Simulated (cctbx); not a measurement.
**Symmetry from intensities**

Cell: a = 3.4070 Å, b = 16.6890 Å, c = 3.6980 Å, α = 90.00°, β = 90.00°, γ = 90.00°. Expected content of the cell: Tb4 Co4 Mn4.

The data are simulated with cctbx, not measured: Mo Kα, λ = 0.71073 Å, to d = 0.75 Å, 80 % of the full sphere, strongest reflection 20000 counts, noise from counting, a 1.5 % proportional error and a noise floor of 2 counts (s.d.); no absorption, some extinction.

A first pass over the reflections prints:

```text
1686 reflections to d = 0.750 A
centring   violations  <I/sigma> of those
    A        386 of   853     15.2
    B        386 of   825     15.7
    C          0 of   864     -0.0
    I        377 of   843     15.7
    R        526 of  1116     15.5
    F        386 of  1271     10.2
Laue class    unique    Rint  (classes that these axes allow; Friedel mates merged)
C 1 2/m 1         271   0.015
C 2/m 1 1         296   0.014
C m m m           177   0.016
space group    extra absences  I>4sigma  <I/sigma>
C 2 2 21                4          0       0.2  acentric
C 2 2 2                 0          0         -  acentric
C m m 2                 0          0         -  acentric
C m c 21               12          0       0.2  acentric
C 2 m m                 0          0         -  acentric
C m 2 m                 0          0         -  acentric
C 2 c m                12          0       0.2  acentric
C m c m                12          0       0.2  centric
C m m m                 0          0         -  centric
Wilson B = -0.01 A^2   <|E^2-1|> = 0.685 (0.968 centric, 0.736 acentric)   E^2>4: 0.0 %
shell (A)         n   <I/sigma>
 8.35 - 1.51     30     61.1
 1.51 - 1.20     20     71.6
 1.20 - 1.05     22     73.3
 1.05 - 0.95     19     58.3
 0.95 - 0.89     22     56.7
 0.89 - 0.83     20     55.4
 0.83 - 0.79     24     58.7
 0.79 - 0.76     20     66.8
```

**Question.** What are the lattice type, the Laue class and the likely space group?

The reflections that C centring forbids are absent (⟨I/σ⟩ near 0), so the lattice is C.

Rint stays low (0.014 to 0.016) up to C m m m, the highest class in these axes.

9 settings pass the absence test. The most absences obeyed, 12, belong to C m c 21, C 2 c m and C m c m, which absences can't tell apart.

⟨|E²−1|⟩ = 0.685 leans to a non-centrosymmetric structure. Here that hint misleads: the statistic assumes many like atoms on general positions, and few, heavy or special-position atoms break it. The Wilson B of -0.01 Å² means U ≈ -0.0001 Å², too small to be real: the Wilson fit fails with so few reflections and atoms.

The true group is Cmcm (no. 63), Laue class mmm, centrosymmetric. The tables only narrow the choice to the tied entries; cell content, site symmetry and trial solutions must settle it.

This is a model crystal, built by substitution and not relaxed, with assumed displacement parameters.

[Logs are printed without paths, hosts, clocks, repeated set-up lines and the standing remarks that a program may print on its own settings, such as how far it seeks lower states.]
